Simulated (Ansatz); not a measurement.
Consider WS2 (Tungstenite).

```cif
data_structure
_symmetry_space_group_name_H-M 'P 1'
_symmetry_Int_Tables_number 1
_cell_length_a 3.1532
_cell_length_b 3.1532
_cell_length_c 12.3230
_cell_angle_alpha 90.000
_cell_angle_beta 90.000
_cell_angle_gamma 120.000
_cell_volume 106.11
loop_
_atom_site_label
_atom_site_type_symbol
_atom_site_fract_x
_atom_site_fract_y
_atom_site_fract_z
_atom_site_occupancy
W1 W 0.33333 0.66667 0.25000 1
W2 W 0.66667 0.33333 0.75000 1
S3 S 0.33333 0.66667 0.62250 1
S4 S 0.66667 0.33333 0.12250 1
S5 S 0.33333 0.66667 0.87750 1
S6 S 0.66667 0.33333 0.37750 1
```

The cell and positions come from the Crystallography Open Database and are kept as given unless a step says otherwise. Spin-orbit coupling is left out unless a run names it.

Gaps computed with Ansatz 0.2.0 without a self-energy: PBE 0.98 eV, PBE+SOC 0.93 eV and HSE06 1.50 eV.

Estimate the G0W0@PBE gap with 9×9×2 mesh, 1068 empty bands, screening to 270 eV, hard PAW files.

About 1.40 eV: on its mesh the run moves the gap from 1.08 eV by +0.43 eV, and the mesh misses the edges by 0.11 eV. Among the scalar-relativistic levels given, HSE06 is nearest (+0.10 eV). Spin-orbit coupling is not in that value; its −0.05 eV at the PBE level would bring it to about 1.36 eV. Bands and cutoff are finite, so the gap is not at the basis limit. The miss can reach some tenths of an eV and take either sign; the mesh is an error of its own. The many-body steps are scalar-relativistic: spin-orbit coupling is not in them.

[Paths, hosts, dates, memory and timing lines, banners, echoed tables and standing remarks are left out of the program output.]

[Logs are printed without paths, hosts, clocks, repeated set-up lines and the standing remarks that a program may print on its own settings, such as how far it seeks lower states.]

[Runs of the session that timed out or met a known fault of the program may be left out.]

[Cells called generated may have been cut or substituted from an entry of the Crystallography Open Database or the Materials Project.]

[Hosts, paths, dates, database ids (printed as entryN), source tags and the programs' standing remarks are cut or masked in the printed files.]
